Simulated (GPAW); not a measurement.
# Hf2NS2 MXene monolayer: work function by functional and basis

Aim: the work function of both faces of Hf2NS2 MXene monolayer, and its spread over functionals and bases.

Main program and level: GPAW 26.7.0; GPAW, PAW setups; layer in a repeated cell with vacuum, relaxation of atoms and in-plane cell, in the first sound run; inputs show where later runs differ.

Report form: the programs' logs are mostly left out.

## 1. The structure

The cell holds 5 atoms: 2 S, 2 Hf and 1 N. Its edges and angles: a = 3.217 Å, b = 3.217 Å, c = 20.248 Å, α = 90.0°, β = 90.0°, γ = 120.0°. Vacuum lies along c.

Structure file:

```cif
data_structure
_symmetry_space_group_name_H-M 'P 1'
_symmetry_Int_Tables_number 1
_cell_length_a 3.2175
_cell_length_b 3.2175
_cell_length_c 20.2484
_cell_angle_alpha 90.000
_cell_angle_beta 90.000
_cell_angle_gamma 120.000
_cell_volume 181.53
loop_
_atom_site_label
_atom_site_type_symbol
_atom_site_fract_x
_atom_site_fract_y
_atom_site_fract_z
_atom_site_occupancy
S1 S 0.33333 0.66667 0.34571 1
Hf2 Hf 0.66667 0.33333 0.43730 1
N3 N 0.00000 0.00000 0.50000 1
Hf4 Hf 0.33333 0.66667 0.56270 1
S5 S 0.66667 0.33333 0.65430 1
```

## 2. Relaxing the atoms

Forces are removed first; all later runs use this geometry.

Input file run.py:

```python
import json
import numpy as np
from ase import Atoms
from ase.filters import FrechetCellFilter
from ase.optimize import BFGS
from gpaw import GPAW, PW

slab = Atoms(
    ['S', 'Hf', 'N', 'Hf', 'S'],
    positions=[
        [-0.00000, 1.85762, 7.00000],
        [1.60875, 0.92881, 8.85468],
        [0.00000, 0.00000, 10.12422],
        [-0.00000, 1.85762, 11.39376],
        [1.60875, 0.92881, 13.24845]],
    cell=[[3.2175, 0.0, 0.0], [-1.60875, 2.78644, 0.0], [0.0, 0.0, 20.2484]],
    pbc=[True, True, True])

slab.calc = GPAW(mode=PW(600), xc='PBE', kpts={'size': (12, 12, 1), 'gamma': True},
                 occupations={'name': 'fermi-dirac', 'width': 0.05}, nbands='160%',
                 convergence={'density': 1e-05}, maxiter=200,
                 symmetry={'tolerance': 1e-3}, txt='slab.txt')
result = {}
# The in-plane cell is free; stress needs a cell that repeats along all three vectors
path = []
opt = BFGS(FrechetCellFilter(slab, mask=[1, 1, 0, 0, 0, 1]), maxstep=0.2)
opt.attach(lambda: path.append((slab.get_potential_energy(), slab.positions.tolist(), slab.get_forces().tolist())))
result['relaxed'] = bool(opt.run(fmax=0.02, steps=45))
result['path'] = path
result['cell'] = slab.cell.tolist()
print('in-plane lattice', slab.cell.cellpar().round(4)[[0, 1, 5]])
energy = slab.get_potential_energy()
fermi = slab.calc.get_fermi_level()
v = slab.calc.get_electrostatic_potential().mean((0, 1)) - fermi
n = slab.calc.get_pseudo_density().mean((0, 1))
L = slab.cell[2, 2]
z = np.arange(len(v)) * L / len(v)
low, high = slab.positions[:, 2].min(), slab.positions[:, 2].max()
below, above = np.interp([low - 4.8, high + 4.8], z, v)
slopes = [np.interp(x, z, np.gradient(v, z)) for x in (low - 4.8, high + 4.8)]
eps = np.array([[slab.calc.get_eigenvalues(k, s) for k in range(len(slab.calc.get_ibz_k_points()))]
                for s in range(slab.calc.get_number_of_spins())]) - fermi
top, bottom = eps[eps < 0].max(), eps[eps > 0].min()
dipole = slab.get_dipole_moment()[2]
print(f'energy {energy:.4f} eV, Fermi level {fermi:.4f} eV, dipole {dipole:.5f} e A')
print(f'potential 4.8 A off the faces, from the Fermi level: lower {below:.4f} eV, upper {above:.4f} eV')
print(f'slope of the potential there: lower {slopes[0]:.5f}, upper {slopes[1]:.5f} eV/A')
print(f'nearest levels on the mesh: {top:.4f} and {bottom:.4f} eV')
print('magnetic moment', round(slab.get_magnetic_moment(), 3))
result.update(energy=energy, fermi=fermi, dipole=dipole, below=below, above=above, slopes=slopes, edges=[top, bottom],
              z=z.tolist(), v=v.tolist(), n=n.tolist(), positions=slab.positions.tolist(),
              forces=slab.get_forces(apply_constraint=False).tolist(), moments=slab.get_magnetic_moments().tolist())
json.dump(result, open('result.json', 'w'))
```

Launch:

```
> OMP_NUM_THREADS=1 OPENBLAS_NUM_THREADS=1 python run.py
```

Wall time 15 min (1 thread of Arm Neoverse V1, shared host); peak memory 0.71 GiB.

This step gave:

| Quantity | Value |
| --- | --- |
| dipole along the normal | 5.45e-4 e·Å |
| levels nearest the Fermi level on the mesh | -0.02513, 0.01516 eV from the Fermi level |

Electrostatic potential energy of an electron (without an applied field's), less the Fermi level, planar mean against z:

| z (Å) | electrostatic potential energy of an electron (without an applied field's), less the Fermi level, planar mean (eV) |
| --- | --- |
| 0.0 | 5.55 |
| 0.5 | 5.55 |
| 1.0 | 5.55 |
| 1.5 | 5.55 |
| 2.0 | 5.55 |
| 2.5 | 5.55 |
| 3.0 | 5.55 |
| 3.5 | 5.55 |
| 4.0 | 5.55 |
| 4.5 | 5.54 |
| 5.0 | 5.52 |
| 5.5 | 5.40 |
| 6.0 | 4.79 |
| 6.5 | 1.77 |
| 7.0 | -9.74 |
| 7.5 | -12.7 |
| 8.0 | -6.01 |
| 8.5 | -15.3 |
| 9.0 | -19.3 |
| 9.5 | -8.43 |
| 10.0 | -10.6 |
| 10.5 | -7.16 |
| 11.0 | -13.7 |
| 11.5 | -20.1 |
| 12.0 | -9.20 |
| 12.5 | -7.30 |
| 13.0 | -15.9 |
| 13.5 | -2.42 |
| 14.0 | 3.84 |
| 14.5 | 5.21 |
| 15.0 | 5.47 |
| 15.5 | 5.53 |
| 16.0 | 5.54 |
| 16.5 | 5.54 |
| 17.0 | 5.54 |
| 17.5 | 5.54 |
| 18.0 | 5.54 |
| 18.5 | 5.54 |
| 19.0 | 5.54 |
| 19.5 | 5.54 |
| 20.0 | 5.55 |

The pseudo valence density, planar mean oscillates, so the rows of the table below give means over windows of 0.5 Å about each position, cut where the curve ends. Its maxima inside the range that stand out by 2 % of the span (Å: e/Å³): 7.59: 0.455, 8.77: 1.03, 10.12: 0.615, 11.47: 1.03, 12.66: 0.455. Its minima: 7.93: 0.429, 9.62: 0.493, 10.63: 0.493, 12.32: 0.429.

Pseudo valence density, planar mean against z; means over each step:

z (Å), pseudo valence density, planar mean (e/Å³) and a bar:
```
      4.0       0.00 
      4.5       0.00 
      5.0       0.00 
      5.5       0.01 
      6.0       0.05 ##
      6.5       0.19 ######
      7.0       0.36 ############
      7.5       0.42 ##############
      8.0       0.45 ##############
      8.5       0.74 ########################
      9.0       0.90 #############################
      9.5       0.54 #################
     10.0       0.59 ###################
     10.5       0.54 #################
     11.0       0.70 ######################
     11.5       0.93 ##############################
     12.0       0.53 #################
     12.5       0.44 ##############
     13.0       0.38 ############
     13.5       0.30 ##########
     14.0       0.11 ###
     14.5       0.02 #
     15.0       0.00 
     15.5       0.00 
     16.0       0.00 
     16.5       0.00
```

The relaxation lowered the energy of the cell by 1.11 eV (energies extrapolated to zero smearing; the optimiser's log prints free energies). The largest force left on a free atom is 0.0082 eV/Å.

## 3. The slab's potential

With the geometry fixed, the planar mean of the potential gives the vacuum level on each side.

This step: GPAW, PAW setups; slab in vacuum (GPAW 26.7.0).

The cell differs from the one that the last finished run ended in (c 20.248 → 19.699 Å).

Edit run.py of step 2 so:

```diff
@@ -3,4 +3,2 @@
 from ase import Atoms
-from ase.filters import FrechetCellFilter
-from ase.optimize import BFGS
 from gpaw import GPAW, PW
@@ -10,23 +8,16 @@
     positions=[
-        [-0.00000, 1.85762, 7.00000],
-        [1.60875, 0.92881, 8.85468],
-        [0.00000, 0.00000, 10.12422],
-        [-0.00000, 1.85762, 11.39376],
-        [1.60875, 0.92881, 13.24845]],
-    cell=[[3.2175, 0.0, 0.0], [-1.60875, 2.78644, 0.0], [0.0, 0.0, 20.2484]],
-    pbc=[True, True, True])
+        [0.00000, 1.95896, 7.00000],
+        [1.69652, 0.97948, 8.56495],
+        [0.00000, -0.00000, 9.84956],
+        [0.00000, 1.95896, 11.13418],
+        [1.69652, 0.97948, 12.69914]],
+    cell=[[3.39303, -0.0, 0.0], [-1.69652, 2.93846, 0.0], [0.0, 0.0, 19.6991]],
+    pbc=[True, True, False])
 
-slab.calc = GPAW(mode=PW(600), xc='PBE', kpts={'size': (12, 12, 1), 'gamma': True},
+slab.calc = GPAW(mode=PW(500), xc='PBE', kpts={'size': (12, 12, 1), 'gamma': True},
                  occupations={'name': 'fermi-dirac', 'width': 0.05}, nbands='160%',
                  convergence={'density': 1e-05}, maxiter=200,
+                 poissonsolver={'dipolelayer': 'xy'},
                  symmetry={'tolerance': 1e-3}, txt='slab.txt')
 result = {}
-# The in-plane cell is free; stress needs a cell that repeats along all three vectors
-path = []
-opt = BFGS(FrechetCellFilter(slab, mask=[1, 1, 0, 0, 0, 1]), maxstep=0.2)
-opt.attach(lambda: path.append((slab.get_potential_energy(), slab.positions.tolist(), slab.get_forces().tolist())))
-result['relaxed'] = bool(opt.run(fmax=0.02, steps=45))
-result['path'] = path
-result['cell'] = slab.cell.tolist()
-print('in-plane lattice', slab.cell.cellpar().round(4)[[0, 1, 5]])
 energy = slab.get_potential_energy()
```

It took 89 s on 1 thread; peak memory 0.26 GiB.

Numbers from this step:

- dipole along the normal: 3.55e-4 e·Å
- levels nearest the Fermi level on the mesh: -0.02836, 0.01642 eV from the Fermi level
- upper work function: 5.542 eV
- lower work function: 5.551 eV

Table of electrostatic potential energy of an electron (without an applied field's), less the Fermi level, planar mean by z:

| z (Å) | electrostatic potential energy of an electron (without an applied field's), less the Fermi level, planar mean (eV) |
| --- | --- |
| 0.0 | 5.55 |
| 0.5 | 5.55 |
| 1.0 | 5.55 |
| 1.5 | 5.55 |
| 2.0 | 5.55 |
| 2.5 | 5.55 |
| 3.0 | 5.55 |
| 3.5 | 5.55 |
| 4.0 | 5.55 |
| 4.5 | 5.54 |
| 5.0 | 5.48 |
| 5.5 | 5.18 |
| 6.0 | 3.70 |
| 6.5 | -3.08 |
| 7.0 | -15.9 |
| 7.5 | -6.91 |
| 8.0 | -9.75 |
| 8.5 | -20.3 |
| 9.0 | -13.1 |
| 9.5 | -7.35 |
| 10.0 | -10.2 |
| 10.5 | -8.81 |
| 11.0 | -19.6 |
| 11.5 | -14.6 |
| 12.0 | -5.91 |
| 12.5 | -13.4 |
| 13.0 | -8.89 |
| 13.5 | 2.06 |
| 14.0 | 4.84 |
| 14.5 | 5.40 |
| 15.0 | 5.51 |
| 15.5 | 5.54 |
| 16.0 | 5.54 |
| 16.5 | 5.54 |
| 17.0 | 5.54 |
| 17.5 | 5.54 |
| 18.0 | 5.54 |
| 18.5 | 5.54 |
| 19.0 | 5.54 |
| 19.5 | 5.54 |

The pseudo valence density, planar mean oscillates, so the rows of the table below give means over windows of 0.5 Å about each position, cut where the curve ends. Its maxima inside the range that stand out by 2 % of the span (Å: e/Å³): 7.32: 0.455, 8.63: 1.04, 9.94: 0.609, 11.07: 1.04, 12.38: 0.455. Its minima: 7.69: 0.427, 9.38: 0.502, 10.32: 0.502, 12.01: 0.427.

Table of pseudo valence density, planar mean by z; means over each step:

| z (Å) | pseudo valence density, planar mean (e/Å³) |
| --- | --- |
| 3.5 | 3.8e-5 |
| 4.0 | 2.0e-4 |
| 4.5 | 9.9e-4 |
| 5.0 | 0.00475 |
| 5.5 | 0.0256 |
| 6.0 | 0.114 |
| 6.5 | 0.304 |
| 7.0 | 0.388 |
| 7.5 | 0.441 |
| 8.0 | 0.545 |
| 8.5 | 0.945 |
| 9.0 | 0.675 |
| 9.5 | 0.547 |
| 10.0 | 0.585 |
| 10.5 | 0.557 |
| 11.0 | 0.917 |
| 11.5 | 0.713 |
| 12.0 | 0.448 |
| 12.5 | 0.418 |
| 13.0 | 0.352 |
| 13.5 | 0.186 |
| 14.0 | 0.0477 |
| 14.5 | 0.00917 |
| 15.0 | 0.00188 |
| 15.5 | 3.7e-4 |
| 16.0 | 7.3e-5 |

The potential is flat to 2.5e-4 eV/Å where it is read, so the vacuum is wide enough.

## 4. Self-consistent run: xc = "RPBE"

The same geometry under RPBE, to see how far the functional moves the levels against the vacuum.

Edit run.py of step 3 so:

```diff
@@ -16,3 +16,3 @@
 
-slab.calc = GPAW(mode=PW(500), xc='PBE', kpts={'size': (12, 12, 1), 'gamma': True},
+slab.calc = GPAW(mode=PW(500), xc='RPBE', kpts={'size': (12, 12, 1), 'gamma': True},
                  occupations={'name': 'fermi-dirac', 'width': 0.05}, nbands='160%',
```

It took 89 s on 1 thread; peak memory 0.26 GiB.

This step gave:

* levels nearest the Fermi level on the mesh: -0.02311, 0.01418 eV from the Fermi level
* upper work function: 5.442 eV
* lower work function: 5.452 eV

The electrostatic potential energy of an electron (without an applied field's), less the Fermi level, planar mean by z:

z (Å), electrostatic potential energy of an electron (without an applied field's), less the Fermi level, planar mean (eV) and a bar from the least value:
```
      0.0        5.4 ##############################
      0.5        5.5 ##############################
      1.0        5.5 ##############################
      1.5        5.5 ##############################
      2.0        5.5 ##############################
      2.5        5.5 ##############################
      3.0        5.5 ##############################
      3.5        5.5 ##############################
      4.0        5.4 ##############################
      4.5        5.4 ##############################
      5.0        5.4 ##############################
      5.5        5.1 ##############################
      6.0        3.6 ############################
      6.5       -3.2 ####################
      7.0      -16.0 #####
      7.5       -7.0 ################
      8.0       -9.9 ############
      8.5      -20.4 
      9.0      -13.2 ########
      9.5       -7.5 ###############
     10.0      -10.3 ############
     10.5       -8.9 #############
     11.0      -19.8 #
     11.5      -14.8 #######
     12.0       -6.0 #################
     12.5      -13.5 ########
     13.0       -9.0 #############
     13.5        2.0 ##########################
     14.0        4.7 #############################
     14.5        5.3 ##############################
     15.0        5.4 ##############################
     15.5        5.4 ##############################
     16.0        5.4 ##############################
     16.5        5.4 ##############################
     17.0        5.4 ##############################
     17.5        5.4 ##############################
     18.0        5.4 ##############################
     18.5        5.4 ##############################
     19.0        5.4 ##############################
     19.5        5.4 ##############################
```

The pseudo valence density, planar mean oscillates, so the rows of the table below give means over windows of 0.5 Å about each position, cut where the curve ends. Its maxima inside the range that stand out by 2 % of the span (Å: e/Å³): 7.32: 0.455, 8.63: 1.04, 9.94: 0.609, 11.07: 1.04, 12.38: 0.455. Its minima: 7.69: 0.427, 9.19: 0.502, 10.51: 0.502, 12.01: 0.427.

Table of pseudo valence density, planar mean by z; means over each step:

| z (Å) | pseudo valence density, planar mean (e/Å³) |
| --- | --- |
| 3.5 | 4.1e-5 |
| 4.0 | 2.1e-4 |
| 4.5 | 0.00102 |
| 5.0 | 0.00474 |
| 5.5 | 0.0253 |
| 6.0 | 0.114 |
| 6.5 | 0.305 |
| 7.0 | 0.388 |
| 7.5 | 0.441 |
| 8.0 | 0.545 |
| 8.5 | 0.945 |
| 9.0 | 0.675 |
| 9.5 | 0.547 |
| 10.0 | 0.584 |
| 10.5 | 0.557 |
| 11.0 | 0.917 |
| 11.5 | 0.713 |
| 12.0 | 0.448 |
| 12.5 | 0.418 |
| 13.0 | 0.352 |
| 13.5 | 0.186 |
| 14.0 | 0.0474 |
| 14.5 | 0.00909 |
| 15.0 | 0.00192 |
| 15.5 | 3.9e-4 |
| 16.0 | 7.8e-5 |

Force by atom:

| atom | x (eV/Å) | y (eV/Å) | z (eV/Å) | size |
| --- | --- | --- | --- | --- |
| S1 | 0.000 | 0.000 | -0.233 | 0.233 |
| Hf2 | 0.000 | 0.000 | -0.057 | 0.057 |
| N3 | 0.000 | 0.000 | 0.000 | 0.000 |
| Hf4 | 0.000 | 0.000 | 0.057 | 0.057 |
| S5 | 0.000 | 0.000 | 0.233 | 0.233 |

The upper face's work function is 5.442 eV, against 5.542 eV in the first plane-wave PBE run at this geometry.

## 5. Self-consistent run: xc = "vdW-DF2"

The same geometry under vdW-DF2, to see how far the functional moves the levels against the vacuum (the van der Waals functionals take revPBE setups).

Edit run.py of step 4 so:

```diff
@@ -16,3 +16,3 @@
 
-slab.calc = GPAW(mode=PW(500), xc='RPBE', kpts={'size': (12, 12, 1), 'gamma': True},
+slab.calc = GPAW(mode=PW(500), xc='vdW-DF2', kpts={'size': (12, 12, 1), 'gamma': True},
                  occupations={'name': 'fermi-dirac', 'width': 0.05}, nbands='160%',
```

Wall time 1.7 min (1 thread); peak memory 0.43 GiB.

Numbers from this step:

- levels nearest the Fermi level on the mesh: -0.01157, 0.01131 eV from the Fermi level
- upper work function: 5.870 eV
- lower work function: 5.879 eV

Electrostatic potential energy of an electron (without an applied field's), less the Fermi level, planar mean against z:

| z (Å) | electrostatic potential energy of an electron (without an applied field's), less the Fermi level, planar mean (eV) |
| --- | --- |
| 0.0 | 5.87 |
| 0.5 | 5.88 |
| 1.0 | 5.88 |
| 1.5 | 5.88 |
| 2.0 | 5.88 |
| 2.5 | 5.88 |
| 3.0 | 5.88 |
| 3.5 | 5.88 |
| 4.0 | 5.88 |
| 4.5 | 5.86 |
| 5.0 | 5.79 |
| 5.5 | 5.46 |
| 6.0 | 3.89 |
| 6.5 | -2.97 |
| 7.0 | -15.8 |
| 7.5 | -6.99 |
| 8.0 | -10.0 |
| 8.5 | -20.7 |
| 9.0 | -13.4 |
| 9.5 | -7.52 |
| 10.0 | -10.3 |
| 10.5 | -9.06 |
| 11.0 | -20.0 |
| 11.5 | -15.0 |
| 12.0 | -6.06 |
| 12.5 | -13.4 |
| 13.0 | -8.81 |
| 13.5 | 2.21 |
| 14.0 | 5.09 |
| 14.5 | 5.70 |
| 15.0 | 5.83 |
| 15.5 | 5.86 |
| 16.0 | 5.87 |
| 16.5 | 5.87 |
| 17.0 | 5.87 |
| 17.5 | 5.87 |
| 18.0 | 5.87 |
| 18.5 | 5.87 |
| 19.0 | 5.87 |
| 19.5 | 5.87 |

The upper face's work function is 5.870 eV, against 5.542 eV in the first plane-wave PBE run at this geometry.

## 6. OptPBE vdW: xc = "optPBE-vdW"

The same geometry under optPBE-vdW, to see how far the functional moves the levels against the vacuum (the van der Waals functionals take revPBE setups).

Edit run.py of step 5 so:

```diff
@@ -16,3 +16,3 @@
 
-slab.calc = GPAW(mode=PW(500), xc='vdW-DF2', kpts={'size': (12, 12, 1), 'gamma': True},
+slab.calc = GPAW(mode=PW(500), xc='optPBE-vdW', kpts={'size': (12, 12, 1), 'gamma': True},
                  occupations={'name': 'fermi-dirac', 'width': 0.05}, nbands='160%',
```

Elapsed: 1.8 min, on 1 thread; peak memory 0.43 GiB.

Numbers from this step:

```
dipole along the normal                    : 3.54e-4 e·Å
levels nearest the Fermi level on the mesh : -0.02190, 0.01471 eV from the Fermi level
upper work function                        : 5.749 eV
lower work function                        : 5.759 eV
```

Table of electrostatic potential energy of an electron (without an applied field's), less the Fermi level, planar mean by z:

| z (Å) | electrostatic potential energy of an electron (without an applied field's), less the Fermi level, planar mean (eV) |
| --- | --- |
| 0.0 | 5.75 |
| 0.5 | 5.76 |
| 1.0 | 5.76 |
| 1.5 | 5.76 |
| 2.0 | 5.76 |
| 2.5 | 5.76 |
| 3.0 | 5.76 |
| 3.5 | 5.76 |
| 4.0 | 5.75 |
| 4.5 | 5.74 |
| 5.0 | 5.67 |
| 5.5 | 5.35 |
| 6.0 | 3.82 |
| 6.5 | -3.01 |
| 7.0 | -15.8 |
| 7.5 | -6.90 |
| 8.0 | -9.78 |
| 8.5 | -20.3 |
| 9.0 | -13.1 |
| 9.5 | -7.36 |
| 10.0 | -10.2 |
| 10.5 | -8.83 |
| 11.0 | -19.7 |
| 11.5 | -14.7 |
| 12.0 | -5.92 |
| 12.5 | -13.3 |
| 13.0 | -8.83 |
| 13.5 | 2.15 |
| 14.0 | 4.99 |
| 14.5 | 5.59 |
| 15.0 | 5.71 |
| 15.5 | 5.74 |
| 16.0 | 5.75 |
| 16.5 | 5.75 |
| 17.0 | 5.75 |
| 17.5 | 5.75 |
| 18.0 | 5.75 |
| 18.5 | 5.75 |
| 19.0 | 5.75 |
| 19.5 | 5.75 |

The upper face's work function is 5.749 eV, against 5.542 eV in the first plane-wave PBE run at this geometry.

## 7. Self-consistent run: xc = "revPBE"

The same geometry under revPBE, to see how far the functional moves the levels against the vacuum.

Edit run.py of step 6 so:

```diff
@@ -16,3 +16,3 @@
 
-slab.calc = GPAW(mode=PW(500), xc='optPBE-vdW', kpts={'size': (12, 12, 1), 'gamma': True},
+slab.calc = GPAW(mode=PW(500), xc='revPBE', kpts={'size': (12, 12, 1), 'gamma': True},
                  occupations={'name': 'fermi-dirac', 'width': 0.05}, nbands='160%',
```

The job ended after 89 s (1 thread; peak memory 0.26 GiB).

Numbers from this step:

```
dipole along the normal                    : 3.55e-4 e·Å
levels nearest the Fermi level on the mesh : -0.02438, 0.01460 eV from the Fermi level
upper work function                        : 5.443 eV
lower work function                        : 5.452 eV
```

The electrostatic potential energy of an electron (without an applied field's), less the Fermi level, planar mean by z:

| z (Å) | electrostatic potential energy of an electron (without an applied field's), less the Fermi level, planar mean (eV) |
| --- | --- |
| 0.0 | 5.45 |
| 0.5 | 5.45 |
| 1.0 | 5.45 |
| 1.5 | 5.45 |
| 2.0 | 5.45 |
| 2.5 | 5.45 |
| 3.0 | 5.45 |
| 3.5 | 5.45 |
| 4.0 | 5.45 |
| 4.5 | 5.44 |
| 5.0 | 5.38 |
| 5.5 | 5.09 |
| 6.0 | 3.62 |
| 6.5 | -3.15 |
| 7.0 | -15.9 |
| 7.5 | -6.99 |
| 8.0 | -9.84 |
| 8.5 | -20.4 |
| 9.0 | -13.2 |
| 9.5 | -7.45 |
| 10.0 | -10.3 |
| 10.5 | -8.91 |
| 11.0 | -19.7 |
| 11.5 | -14.7 |
| 12.0 | -6.00 |
| 12.5 | -13.4 |
| 13.0 | -8.96 |
| 13.5 | 1.98 |
| 14.0 | 4.75 |
| 14.5 | 5.30 |
| 15.0 | 5.41 |
| 15.5 | 5.44 |
| 16.0 | 5.44 |
| 16.5 | 5.44 |
| 17.0 | 5.44 |
| 17.5 | 5.44 |
| 18.0 | 5.44 |
| 18.5 | 5.44 |
| 19.0 | 5.44 |
| 19.5 | 5.44 |

The upper face's work function is 5.443 eV, against 5.542 eV in the first plane-wave PBE run at this geometry.

(Part 1 of 2 ends here.)

[Logs are printed without paths, hosts, clocks, repeated set-up lines and the standing remarks that a program may print on its own settings, such as how far it seeks lower states.]

[Hosts, paths, dates, database ids (printed as entryN), source tags and the programs' standing remarks are cut or masked in the printed files.]
